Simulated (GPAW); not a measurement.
## AlN (F-43m): refractive index against wavelength

The refractive index of AlN (F-43m) below the direct gap (4.11 eV on the mesh) is read from one computed spectrum, n = √(Re ε).

Cell: a, b, c = 3.089, 3.089, 3.089 Å (primitive vectors), 2 atoms.

Method: GPAW 26.7.0, PBE, RPA, k-mesh 14×14×14, local fields up to 60 eV, Lorentzian half width 0.15 eV.

Launch of the response step: `OMP_NUM_THREADS=1 python df.py`. The run took 25 s, its band step included, on 1 thread of Arm Neoverse V1, on a shared host.

```tsv
wavelength (nm)	photon energy E (eV)	n
1310	0.946	2.1147
1064	1.165	2.1207
850	1.459	2.1310
700	1.771	2.1450
633	1.959	2.1552
532	2.331	2.1794
450	2.755	?
```

In the single-oscillator model n² − 1 = E₀E_d/(E₀² − E²), so 1/(n² − 1) = E₀/E_d − E²/(E₀E_d) is linear in E².

Working, on the rows shown:

| x = E² (eV²) | y = 1/(n² − 1) |
| --- | --- |
| 0.895757 | 0.288022 |
| 1.35784 | 0.285929 |
| 2.12762 | 0.282393 |
| 3.13716 | 0.277699 |
| 3.83641 | 0.274357 |
| 5.43137 | 0.266682 |

Means: x̄ = 2.7977, ȳ = 0.27918. Σ(x − x̄)(y − ȳ) = -0.06712, Σ(x − x̄)² = 14.27. Slope = -0.06712 / 14.27 = -0.004703; intercept = ȳ − slope · x̄ = 0.29234. Turned back into n, the line misses the rows shown by at most 0.00036.

Problem. Fill in the last column of the withheld row.

Solution. At x = 7.5912 the line gives y = 0.25664, that is 2.2128. The run gave 2.2156, so the extrapolation is off by 0.0028, 3 % of the range in the table.

Refitted with all rows, the slope is -0.004801 and the intercept 0.29256. These give E₀ = √(intercept/−slope) = 7.81 eV and E_d = E₀/intercept = 26.7 eV; E₀ is 1.9 times the direct gap. The electronic limit at long wavelengths, without lattice vibrations, is n = √(1 + 1/intercept) = 2.102. Excitons are left out; PBE gaps are as a rule too small. The values come from a sum over the points of one k-mesh and carry its error, which grows as the direct gap shrinks. The local-field cutoff holds few shells of reciprocal vectors for this small cell, so ε∞ can read a few per cent high.

[Logs are printed without paths, hosts, clocks, repeated set-up lines and the standing remarks that a program may print on its own settings, such as how far it seeks lower states.]
